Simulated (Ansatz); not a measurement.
# Lattice dynamics of (MgO)1(TiC)3 [001] superlattice, started as rocksalt type

Task: relax (MgO)1(TiC)3 [001] superlattice, started as rocksalt type, then find its harmonic phonons.

Main program and level: Ansatz 0.2.0; DFT PBE, scalar-relativistic, plane waves, PAW.

The structure was built from a prototype and need not be the compound's stable phase.

## Step 1: The structure

Symmetry: P4/mmm, No. 123, tetragonal system. The conventional cell has a = 3.041 Å, b = 3.041 Å, c = 8.600 Å, α = 90.00°, β = 90.00°, γ = 90.00°. Nearest to C lie 5 Ti at 2.15 Å and 1 Mg at 2.15 Å. Nearest to C lie 6 Ti at 2.15 Å. Nearest to Mg lie 4 O at 2.15 Å and 2 C at 2.15 Å. Nearest to O lie 4 Mg at 2.15 Å and 2 Ti at 2.15 Å. Nearest to Ti lie 5 C at 2.15 Å and 1 O at 2.15 Å. Ti has 6 C at 2.15 Å nearest. Farther neighbours and most contacts between anions are not listed.

## Step 2: Bringing the structure to rest

The cell and atoms are relaxed, since residual forces and stress would shift the frequencies.

Contents of input.yaml:

```yaml
crystal:
  lattice:
    - [2.15, 2.15, 0.0]
    - [-2.15, 2.15, 0.0]
    - [0.0, 0.0, 8.6]
  atoms:
    - { symbol: C, position: [0.0, 0.0, 0.25] }
    - { symbol: C, position: [0.5, 0.5, 0.5] }
    - { symbol: C, position: [0.0, 0.0, 0.75] }
    - { symbol: Mg, position: [0.0, 0.0, 0.0] }
    - { symbol: O, position: [0.5, 0.5, 0.0] }
    - { symbol: Ti, position: [0.5, 0.5, 0.25] }
    - { symbol: Ti, position: [0.0, 0.0, 0.5] }
    - { symbol: Ti, position: [0.5, 0.5, 0.75] }
kpoints:
  mp_grid: { grid: [10, 10, 4] }
hamiltonian:
  xc: pbe
scf:
  occupations: { method: gaussian, width: 0.1 }
output:
  forces: true
  stress: true
  eigenvalues: true
relax:
  adjacent_minimum: "off"
  f_tol: 0.005
  max_steps: 80
  cell: { stress_tol: 0.05 }
```

Started as:

```
$ ansatz run input.yaml --threads 8 --pin off --max-ram 14336MiB --backend cpu --events-out ev --progress --plain --runs-dir out
```

Numbers of over 12 decimals in the logs are rounded to 6 here.

The program printed:

```text
Engine: ansatz 0.2.0, x86_64-unknown-linux-gnu
Pseudopotentials: kind: paw
Pseudopotential: C, paw, valence charge 4, recommended cutoff 420 eV (normal), C.paw.azcp
Pseudopotential: Mg, paw, valence charge 10, recommended cutoff 420 eV (normal), Mg.paw.azcp
Pseudopotential: O, paw, valence charge 6, recommended cutoff 420 eV (normal), O.paw.azcp
Pseudopotential: Ti, paw, valence charge 12, recommended cutoff 420 eV (normal), Ti.paw.azcp
Functional definition: PBE
  parameter kappa = 0.804
  parameter beta = 0.066725
  exchange = pbe_x(kappa = kappa, mu = beta*pi^2/3)
  correlation = pbe_c(beta = beta)
Crystal: 8 atoms, lattice volume = 79.507 Å³
Basis set: ecut = 420 eV, 1525 PW (Γ), exchange–correlation on 48×48×120 points (8 copies of the dense FFT grid, shifted against one another)
Bands: 40, of which v1, the nominal top of the filled ones, is band 32 counted from 1 (31 counted from 0)
Symmetry: 16 space group operations
Space group: P4/mmm (ITA 123), of the structure as read, at distance tolerance 4.3e-5 Å
k-points: 63 of 400
Non-local potential: C, projectors of the file, l = 0: 2, l = 1: 2, l = 2: 1
Non-local potential: Mg, projectors of the file, l = 0: 3, l = 1: 2, l = 2: 1
Non-local potential: O, projectors of the file, l = 0: 2, l = 1: 2, l = 2: 1
Non-local potential: Ti, projectors of the file, l = 0: 3, l = 1: 2, l = 2: 3, l = 3: 1
PAW form: soft (Blöchl's): semilocal exchange-correlation on the pseudo side does not see the compensation charge
PAW one-centre angular grid: C, 110 points (default); XC on 64 Gauss nodes
PAW one-centre angular grid: Mg, 110 points (default); XC on 64 Gauss nodes
PAW one-centre angular grid: O, 110 points (default); XC on 64 Gauss nodes
PAW one-centre angular grid: Ti, 590 points (default); XC on 64 Gauss nodes
Initial density: superposition of atomic densities (neutral atoms: chi_scale 0, normalization atom), corrected by the library's trained network
Initial wavefunctions: pseudopotential atomic-orbital guess
Functional: x = pbe(κ = 0.804, μ = 0.219515), c = pbe(β = 0.066725)
SCF iter   1: F=—  HF=-10749.807257 eV  |F-HF|=—  |Δ(HF+E_count)|=         —  Δρ=4.27e-3  dr2=2.08e-2  ethr=1.77e-3  ⟨swp⟩=5.1  Hψ=9382  notcnv=0
preconditioner: auto → Kerker (q_TF=auto, 2.631 Å⁻¹)  [metal: Δε(μ)=0.109 eV  Ē_g=7.828 eV  σ=0.100 eV  W_gap=0.45  n_scr=26 (ndim 8)  ℏωp=23.6 eV  f_vac=0.000  D(μ)=0.97/eV (n_scr^D=4)]
SCF iter   2: F=—  HF=-10749.804879 eV  |F-HF|=—  |Δ(HF+E_count)|=   2.38e-3  Δρ=2.30e-3  dr2=7.63e-3  ethr=3.25e-5  ⟨swp⟩=1.3  Hψ=3055  notcnv=0
SCF iter   3: F=—  HF=-10749.804163 eV  |F-HF|=—  |Δ(HF+E_count)|=   7.16e-4  Δρ=4.86e-4  dr2=1.37e-3  ethr=1.19e-5  ⟨swp⟩=2.0  Hψ=2959  notcnv=0
SCF iter   4: F=—  HF=-10749.803975 eV  |F-HF|=—  |Δ(HF+E_count)|=   1.88e-4  Δρ=2.45e-4  dr2=3.16e-4  ethr=2.14e-6  ⟨swp⟩=2.2  Hψ=3245  notcnv=0
SCF iter   5: F=—  HF=-10749.803918 eV  |F-HF|=—  |Δ(HF+E_count)|=   5.69e-5  Δρ=1.39e-4  dr2=4.71e-5  ethr=4.93e-7  ⟨swp⟩=2.0  Hψ=3642  notcnv=0
SCF iter   6: F=—  HF=-10749.803749 eV  |F-HF|=—  |Δ(HF+E_count)|=   1.69e-4  Δρ=4.41e-5  dr2=3.26e-6  ethr=7.36e-8  ⟨swp⟩=2.0  Hψ=3449  notcnv=0
SCF iter   7: F=—  HF=-10749.803749 eV  |F-HF|=—  |Δ(HF+E_count)|=   4.41e-7  Δρ=2.09e-5  dr2=2.60e-7  ethr=5.09e-9  ⟨swp⟩=2.0  Hψ=3494  notcnv=0
SCF iter   8: F=-10749.803749 eV  HF=-10749.803749 eV  |F-HF|=9.78e-9  |Δ(HF+E_count)|=   4.97e-8  Δρ=5.70e-6  dr2=2.53e-8  ethr=1.56e-10  ⟨swp⟩=8.0  Hψ=10117  notcnv=0
SCF 1 converged in 8 iterations: F = -10749.803749 eV  dr2 = 2.53e-8
  greatest PAW one-centre occupation: 1.000 electrons in one spin orbital (limit 2), on the Mg atom at site 3 (counted from 0), in its partial waves of l = 0
relax step   1: F+E_penalty+E_count = -10749.80374894 eV  Δ(F+E_penalty+E_count) = +0.000e0 eV  max|allowed force component| = 3.771e-1 eV/Å  Δτ_max = 0.0000 Å  P = +5.170 GPa  Ω = 79.507 Å³  (8 SCF iters, dr2 threshold 1.00e-7 eV, accepted)
Crystal: 8 atoms, lattice volume = 80.880 Å³
Basis set: ecut = 420 eV, 1565 PW (Γ), exchange–correlation on 48×48×120 points (8 copies of the dense FFT grid, shifted against one another)
Initial density: handed on by an earlier stage of this run
Initial wavefunctions: those handed on with the density
iter 1 solved again at ethr=4.39e-5 eV; its pass at ethr=3.10e-3 eV (dr2=2.81e-2 eV) is discarded
SCF iter   1: F=—  HF=-10749.875988 eV  |F-HF|=—  |Δ(HF+E_count)|=         —  Δρ=4.94e-3  dr2=2.89e-2  ethr=4.39e-5  ⟨swp⟩=1.1  Hψ=11999  notcnv=0
preconditioner: auto → Kerker (q_TF=auto, 2.624 Å⁻¹)  [metal: Δε(μ)=0.043 eV  Ē_g=7.744 eV  σ=0.100 eV  W_gap=0.23  n_scr=26 (ndim 8)  ℏωp=23.4 eV  f_vac=0.000  D(μ)=1.04/eV (n_scr^D=4)]
SCF iter   2: F=—  HF=-10749.871401 eV  |F-HF|=—  |Δ(HF+E_count)|=   4.59e-3  Δρ=2.16e-3  dr2=7.17e-3  ethr=4.39e-5  ⟨swp⟩=2.0  Hψ=2803  notcnv=0
SCF iter   3: F=—  HF=-10749.869881 eV  |F-HF|=—  |Δ(HF+E_count)|=   1.52e-3  Δρ=6.62e-4  dr2=1.71e-3  ethr=1.12e-5  ⟨swp⟩=2.0  Hψ=3158  notcnv=0
SCF iter   4: F=—  HF=-10749.869558 eV  |F-HF|=—  |Δ(HF+E_count)|=   3.22e-4  Δρ=2.98e-4  dr2=4.53e-4  ethr=2.67e-6  ⟨swp⟩=2.0  Hψ=3264  notcnv=0
SCF iter   5: F=—  HF=-10749.869217 eV  |F-HF|=—  |Δ(HF+E_count)|=   3.41e-4  Δρ=1.50e-4  dr2=7.05e-5  ethr=7.08e-7  ⟨swp⟩=2.0  Hψ=3685  notcnv=0
SCF iter   6: F=—  HF=-10749.869204 eV  |F-HF|=—  |Δ(HF+E_count)|=   1.30e-5  Δρ=5.83e-5  dr2=5.03e-6  ethr=1.10e-7  ⟨swp⟩=2.0  Hψ=3550  notcnv=0
SCF iter   7: F=-10749.869203 eV  HF=-10749.869203 eV  |F-HF|=5.02e-7  |Δ(HF+E_count)|=   9.38e-7  Δρ=2.48e-5  dr2=6.63e-7  ethr=1.25e-9  ⟨swp⟩=3.7  Hψ=10273  notcnv=0
the search or the solves at the SCF's close seem to have found levels that the self-consistency loop had missed (the run counts 1). By its estimate they hold under 1e-12 electrons; where the run keeps them, the occupations were computed again with them
SCF 2 converged in 7 iterations: F = -10749.869203 eV  dr2 = 6.63e-7
relax step   2: F+E_penalty+E_count = -10749.86920300 eV  Δ(F+E_penalty+E_count) = -6.545e-2 eV  max|allowed force component| = 2.893e-1 eV/Å  Δτ_max = 0.0160 Å  P = +1.344 GPa  Ω = 80.880 Å³  energy of the carried Pulay correction = -3.046e-3 eV  (7 SCF iters, dr2 threshold 8.00e-7 eV, accepted)
Crystal: 8 atoms, lattice volume = 81.683 Å³
Basis set: ecut = 420 eV, 1589 PW (Γ), exchange–correlation on 48×48×120 points (8 copies of the dense FFT grid, shifted against one another)
iter 1 solved again at ethr=4.14e-5 eV; its pass at ethr=3.10e-3 eV (dr2=2.65e-2 eV) is discarded
SCF iter   1: F=—  HF=-10749.907034 eV  |F-HF|=—  |Δ(HF+E_count)|=         —  Δρ=4.78e-3  dr2=2.71e-2  ethr=4.14e-5  ⟨swp⟩=1.0  Hψ=11619  notcnv=0
preconditioner: auto → Kerker (q_TF=auto, 2.620 Å⁻¹)  [metal: Δε(μ)=0.044 eV  Ē_g=7.682 eV  σ=0.100 eV  W_gap=0.24  n_scr=26 (ndim 8)  ℏωp=23.2 eV  f_vac=0.000  D(μ)=0.92/eV (n_scr^D=2)]
SCF iter   2: F=—  HF=-10749.902972 eV  |F-HF|=—  |Δ(HF+E_count)|=   4.06e-3  Δρ=2.51e-3  dr2=8.42e-3  ethr=4.14e-5  ⟨swp⟩=1.8  Hψ=2622  notcnv=0
SCF iter   3: F=—  HF=-10749.901058 eV  |F-HF|=—  |Δ(HF+E_count)|=   1.91e-3  Δρ=5.78e-4  dr2=5.46e-4  ethr=1.32e-5  ⟨swp⟩=2.0  Hψ=3136  notcnv=0
SCF iter   4: F=—  HF=-10749.900594 eV  |F-HF|=—  |Δ(HF+E_count)|=   4.63e-4  Δρ=2.20e-4  dr2=3.99e-5  ethr=8.53e-7  ⟨swp⟩=2.0  Hψ=3995  notcnv=0
SCF iter   5: F=—  HF=-10749.900591 eV  |F-HF|=—  |Δ(HF+E_count)|=   2.81e-6  Δρ=6.98e-5  dr2=6.37e-6  ethr=6.24e-8  ⟨swp⟩=2.0  Hψ=3777  notcnv=0
SCF iter   6: F=—  HF=-10749.900591 eV  |F-HF|=—  |Δ(HF+E_count)|=   2.67e-7  Δρ=2.09e-5  dr2=1.25e-6  ethr=9.95e-9  ⟨swp⟩=2.0  Hψ=3584  notcnv=0
SCF iter   7: F=-10749.900590 eV  HF=-10749.900591 eV  |F-HF|=5.21e-7  |Δ(HF+E_count)|=   2.06e-7  Δρ=1.14e-5  dr2=5.52e-7  ethr=1.25e-9  ⟨swp⟩=5.4  Hψ=10000  notcnv=0
SCF 3 converged in 7 iterations: F = -10749.900590 eV  dr2 = 5.52e-7
relax step   3: F+E_penalty+E_count = -10749.90059040 eV  Δ(F+E_penalty+E_count) = -3.139e-2 eV  max|allowed force component| = 7.689e-2 eV/Å  Δτ_max = 0.0272 Å  P = -0.281 GPa  Ω = 81.683 Å³  energy of the carried Pulay correction = -4.803e-3 eV  (7 SCF iters, dr2 threshold 8.00e-7 eV, accepted)
[...]
relax step   4: F+E_penalty+E_count = -10749.90436377 eV  Δ(F+E_penalty+E_count) = -3.773e-3 eV  max|allowed force component| = 4.438e-3 eV/Å  Δτ_max = 0.0107 Å  P = -0.128 GPa  Ω = 81.749 Å³  energy of the carried Pulay correction = -4.945e-3 eV  (7 SCF iters, dr2 threshold 8.00e-7 eV, accepted)
[...]
relax step   5: F+E_penalty+E_count = -10749.90460192 eV  Δ(F+E_penalty+E_count) = -2.381e-4 eV  max|allowed force component| = 5.295e-3 eV/Å  Δτ_max = 0.0011 Å  P = -0.014 GPa  Ω = 81.727 Å³  energy of the carried Pulay correction = -4.898e-3 eV  (6 SCF iters, dr2 threshold 2.39e-7 eV, accepted)
[...]
relax step   6: F+E_penalty+E_count = -10749.90461421 eV  Δ(F+E_penalty+E_count) = -1.230e-5 eV  max|allowed force component| = 2.238e-3 eV/Å  Δτ_max = 0.0004 Å  P = +0.001 GPa  Ω = 81.723 Å³  energy of the carried Pulay correction = -4.888e-3 eV  (7 SCF iters, dr2 threshold 1.75e-9 eV, accepted)
[...]
relax step   7: F+E_penalty+E_count = -10749.91108275 eV  Δ(F+E_penalty+E_count) = -6.469e-3 eV  max|allowed force component| = 2.653e-3 eV/Å  Δτ_max = 0.0000 Å  P = +0.115 GPa  Ω = 81.723 Å³  stress off target by 2.23e-1 GPa  SCF on the basis re-selected at this cell (its energy is not comparable with the rows above)  (8 SCF iters)
[...]
relax step   8: F+E_penalty+E_count = -10749.91100420 eV  Δ(F+E_penalty+E_count) = +7.856e-5 eV  max|allowed force component| = 1.092e-4 eV/Å  Δτ_max = 0.0007 Å  P = +0.001 GPa  Ω = 81.775 Å³  energy of the carried Pulay correction = -1.183e-4 eV  (6 SCF iters, dr2 threshold 1.24e-7 eV, accepted)
iter 1 solved again at ethr=2.75e-8 eV; its pass at ethr=3.10e-3 eV (dr2=1.76e-5 eV) is discarded
SCF iter   1: F=—  HF=-10749.911433 eV  |F-HF|=—  |Δ(HF+E_count)|=         —  Δρ=9.43e-5  dr2=2.24e-7  ethr=2.75e-8  ⟨swp⟩=3.1  Hψ=16221  notcnv=0
preconditioner: auto → Kerker (q_TF=auto, 2.619 Å⁻¹)  [metal: Δε(μ)=0.046 eV  Ē_g=7.685 eV  σ=0.100 eV  W_gap=0.25  n_scr=26 (ndim 8)  ℏωp=23.2 eV  f_vac=0.000  D(μ)=0.89/eV (n_scr^D=2)]
SCF iter   2: F=—  HF=-10749.911107 eV  |F-HF|=—  |Δ(HF+E_count)|=   3.26e-4  Δρ=4.80e-5  dr2=6.64e-8  ethr=3.49e-10  ⟨swp⟩=3.0  Hψ=5214  notcnv=0
SCF iter   3: F=—  HF=-10749.911114 eV  |F-HF|=—  |Δ(HF+E_count)|=   6.91e-6  Δρ=1.98e-5  dr2=1.29e-8  ethr=1.04e-10  ⟨swp⟩=2.0  Hψ=3244  notcnv=0
SCF iter   4: F=—  HF=-10749.911115 eV  |F-HF|=—  |Δ(HF+E_count)|=   1.16e-6  Δρ=8.44e-6  dr2=3.82e-9  ethr=2.02e-11  ⟨swp⟩=1.6  Hψ=2601  notcnv=0
SCF iter   5: F=—  HF=-10749.911116 eV  |F-HF|=—  |Δ(HF+E_count)|=   2.47e-7  Δρ=2.02e-6  dr2=1.29e-9  ethr=5.97e-12  ⟨swp⟩=2.0  Hψ=2849  notcnv=0
SCF iter   6: F=—  HF=-10749.911116 eV  |F-HF|=—  |Δ(HF+E_count)|=   1.32e-8  Δρ=3.93e-7  dr2=1.88e-10  ethr=2.01e-12  ⟨swp⟩=2.0  Hψ=3063  notcnv=0
SCF iter   7: F=-10749.911116 eV  HF=-10749.911116 eV  |F-HF|=1.46e-11  |Δ(HF+E_count)|=  1.44e-10  Δρ=1.37e-7  dr2=2.20e-11  ethr=1.00e-12  ⟨swp⟩=4.0  Hψ=8310  notcnv=0
SCF 9 converged in 7 iterations: F = -10749.911116 eV  dr2 = 2.20e-11
relax step   9: F+E_penalty+E_count = -10749.91111564 eV  Δ(F+E_penalty+E_count) = -1.114e-4 eV  max|allowed force component| = 1.617e-4 eV/Å  Δτ_max = 0.0000 Å  P = +0.002 GPa  Ω = 81.775 Å³  stress off target by 6.20e-3 GPa  SCF on the basis re-selected at this cell (its energy is not comparable with the rows above)  (7 SCF iters)
basis re-selected at this cell: Δ(F+E_penalty+E_count) = -1.114e-4 eV, ΔP = +0.001 GPa vs the last step (what re-selecting the basis moved, of the pressure what is left beyond the Pulay correction that the steps carried, after the strain that the cell walked since its last selection, with what the two solves' SCF thresholds leave and, on support functions, any second-order correction that the steps lacked; it is no m [...]
SCF converged after 7 iterations
Free energy (F): -10749.911116 eV
Harris-Foulkes:  -10749.911116 eV  (|F-HF|=1.46e-11)
Internal energy: -10749.906660 eV  (E = F + TS)
E sigma→0 (E₀):  -10749.908888 eV
Entropy (-TS):   -0.004455 eV (-0.557 meV/atom)
Fermi energy:    13.179876 eV
--- Per-component energies (eV) ---
  E_band       = -648.762189
  E_kinetic    = 1340.310537
  E_local      = -4014.160615  (includes V_loc(G=0)·N_el)
  E_nonlocal   = 238.698987
  E_hartree    = 1530.096121
  E_xc         = -546.531422
  E_vxc        = -685.834562  (∫ρ·V_xc dr)
  E_paw        = -3885.492026  (= ΣΔE_a)
  E_vpaw       = -587.971606  (= ΣTr[D̂ρ^β])
  E_aug_tail   = 0.002878  (compensation charges beyond the density's cutoff)
  E_ewald      = -5412.831121
  E_smearing   = -0.004455  (= −TS)
  E_closure    = 0.000000  (closes the sum)
  Σ components = -10749.911116   (vs F -10749.911116, Δ=0.00e0)
--- Forces (eV/Å), atoms counted from 1 ---
  atom   1  C      0.00000000     0.00000000     0.00016168
  atom   2  C      0.00000000     0.00000000     0.00000000
  atom   3  C      0.00000000     0.00000000    -0.00016168
  atom   4  Mg     0.00000000    -0.00000000     0.00000000
  atom   5  O     -0.00000000     0.00000000     0.00000000
  atom   6  Ti    -0.00000000    -0.00000000    -0.00003419
  atom   7  Ti     0.00000000    -0.00000000     0.00000000
  atom   8  Ti     0.00000000    -0.00000000     0.00003419
  max |Σ_I F_I| component: 4.34e-19 eV/Å
--- Stress (GPa, compression-positive) ---
       -0.000291       0.000000       0.000000
        0.000000      -0.000291       0.000000
        0.000000       0.000000       0.006198
  P = ⅓ Tr σ = 0.0019 GPa (0.019 kbar)
--- Band table (eV; the first three rows and the last of 63) ---
  k-point 0: bands = [... 28 lower, 13.1448, 13.3197, 13.3197, 13.4671, 13.6077, 14.5453, 14.5453, 14.8153, ... 4 higher]
  k-point 1: bands = [... 28 lower, 13.1371, 13.1371, 13.3224, 13.3224, 13.4806, 14.4207, 14.4207, 14.9973, ... 4 higher]
  k-point 2: bands = [... 28 lower, 13.1293, 13.1293, 13.3247, 13.3247, 13.4936, 14.3477, 14.3477, 15.1348, ... 4 higher]
  k-point 62: bands = [... 28 lower, 11.5137, 11.8399, 11.8399, 12.5370, 13.3815, 13.3815, 15.0903, 15.0903, ... 4 higher]
--- Relaxed structure (7 steps of the walk, 7 accepted, 2 SCFs on fresh bases) ---
  F+E_penalty+E_count = -10749.91111564 eV   max|allowed force component| = 1.617e-4 eV/Å   (the final SCF, on the basis selected at the relaxed cell)
  cell:  # Å, volume = 81.7754 Å³
    - [2.147355, 2.147355, 0.0]
    - [-2.147355, 2.147355, 0.0]
    - [0.0, 0.0, 8.867166]
  atoms:
    - { symbol: C, position: [0, 0, 0.255049] }
    - { symbol: C, position: [0.5, 0.5, 0.5] }
    - { symbol: C, position: [0, 0, 0.744951] }
    - { symbol: Mg, position: [0, 0, 0] }
    - { symbol: O, position: [0.5, 0.5, 0] }
    - { symbol: Ti, position: [0.5, 0.5, 0.256479] }
    - { symbol: Ti, position: [0, 0, 0.5] }
    - { symbol: Ti, position: [0.5, 0.5, 0.743521] }
```

Elapsed: 12 s, on 8 threads of Intel Xeon Platinum 8488C (Sapphire Rapids), shared host; peak memory 0.68 GiB; 78 s of CPU time.

This run has no spin polarisation, although Ti can carry a moment.

Relaxation path:

```csv
step,energy less that of the first step (eV),largest force component (eV/Å),pressure (GPa),volume (Å³)
1,0.0000,0.3771,5.17,79.51
2,-0.0655,0.2893,1.34,80.88
3,-0.0968,0.0769,-0.28,81.68
4,-0.1006,0.0044,-0.13,81.75
5,-0.1009,0.0053,-0.01,81.73
6,-0.1009,0.0022,0.00,81.72
7*,-0.1073,0.0027,0.12,81.72
8,-0.1073,0.0001,0.00,81.78
9*,-0.1074,0.0002,0.00,81.78
```

Relaxation steps marked * repeat the geometry before them on a plane-wave basis chosen anew for their cell, so energy and pressure can jump there.

The run keeps the 16 symmetry operations that it works with, so distortions that break them were not tested.

```csv
"conventional cell, symmetrised",before,after,change
a (Å),3.041,3.037,-0.1 %
b (Å),3.041,3.037,-0.1 %
c (Å),8.600,8.867,+3.1 %
volume (Å³/atom),9.94,10.22,+2.9 %
```

The atoms that moved most (Å, as changes of fractional coordinates times the final cell):

```csv
atom,dx,dy,dz,length
Ti8,0.000,0.000,-0.057,0.057
Ti6,0.000,0.000,0.057,0.057
C3,0.000,0.000,-0.045,0.045
C1,0.000,0.000,0.045,0.045
```

This step gave:

```
pressure          : 0.001872 GPa
volume per atom   : 10.22 Å³
gap on the k-mesh : 0 eV
```

In this step the volume went from 9.94 to 10.22 Å³/atom.

## Step 3: Tight relaxation

Phonons need a cell at rest on their own settings, so the relaxation is repeated with tight tolerances on forces and stress on the k mesh and occupations of the first response run.

Contents of input.yaml:

```yaml
crystal:
  lattice:
    - [2.1473548369, 2.1473548369, 0.0]
    - [-2.1473548369, 2.1473548369, 0.0]
    - [0.0, 0.0, 8.8671660651]
  atoms:
    - { symbol: C, position: [0.0, 0.0, 0.2550485671] }
    - { symbol: C, position: [0.5, 0.5, 0.5] }
    - { symbol: C, position: [0.0, 0.0, 0.7449514329] }
    - { symbol: Mg, position: [0.0, 0.0, 0.0] }
    - { symbol: O, position: [0.5, 0.5, 0.0] }
    - { symbol: Ti, position: [0.5, 0.5, 0.2564785484] }
    - { symbol: Ti, position: [0.0, 0.0, 0.5] }
    - { symbol: Ti, position: [0.5, 0.5, 0.7435214516] }
kpoints:
  mp_grid: { grid: [12, 12, 4] }
hamiltonian:
  xc: pbe
scf:
  occupations: { method: methfessel_paxton, width: 0.15 }
output:
  forces: true
  stress: true
  eigenvalues: true
relax:
  adjacent_minimum: "off"
  f_tol: 0.001
  max_steps: 60
  cell: { stress_tol: 0.01 }
```

The program printed:

```text
[...]
Crystal: 8 atoms, lattice volume = 81.775 Å³
Basis set: ecut = 420 eV, 1589 PW (Γ), exchange–correlation on 48×48×120 points (8 copies of the dense FFT grid, shifted against one another)
Bands: 40, of which v1, the nominal top of the filled ones, is band 32 counted from 1 (31 counted from 0)
Symmetry: 16 space group operations
[...]
k-points: 84 of 576
[...]
cell:  # Å, volume = 81.7680 Å³
    - [2.148186, 2.148186, 0.0]
    - [-2.148186, 2.148186, 0.0]
    - [0.0, 0.0, 8.859503]
  atoms:
    - { symbol: C, position: [0, 0, 0.255164] }
    - { symbol: C, position: [0.5, 0.5, 0.5] }
    - { symbol: C, position: [0, 0, 0.744836] }
    - { symbol: Mg, position: [0, 0, 0] }
    - { symbol: O, position: [0.5, 0.5, 0] }
    - { symbol: Ti, position: [0.5, 0.5, 0.256317] }
    - { symbol: Ti, position: [0, 0, 0.5] }
    - { symbol: Ti, position: [0.5, 0.5, 0.743683] }
[key lines of the parts left out:]
SCF converged after 8 iterations
Free energy (F): -10749.907369 eV
Fermi energy:    13.159565 eV
P = ⅓ Tr σ = 0.0051 GPa (0.051 kbar)
```

The job ended after 10 s (8 threads; peak memory 0.73 GiB).

Little changed from the start: no atom moved by 0.005 Å and no cell edge by 0.1 %.

Numbers from this step:

- pressure: 0.005137 GPa

The largest force component left is 0.20 meV/Å and the pressure is 0.005 GPa, within the tolerances set. The cell now holds 10.22 Å³/atom.

[end of part 1 of 2]

[Logs are printed without paths, hosts, clocks, repeated set-up lines and the standing remarks that a program may print on its own settings, such as how far it seeks lower states.]

[Hosts, paths, dates, database ids (printed as entryN), source tags and the programs' standing remarks are cut or masked in the printed files.]
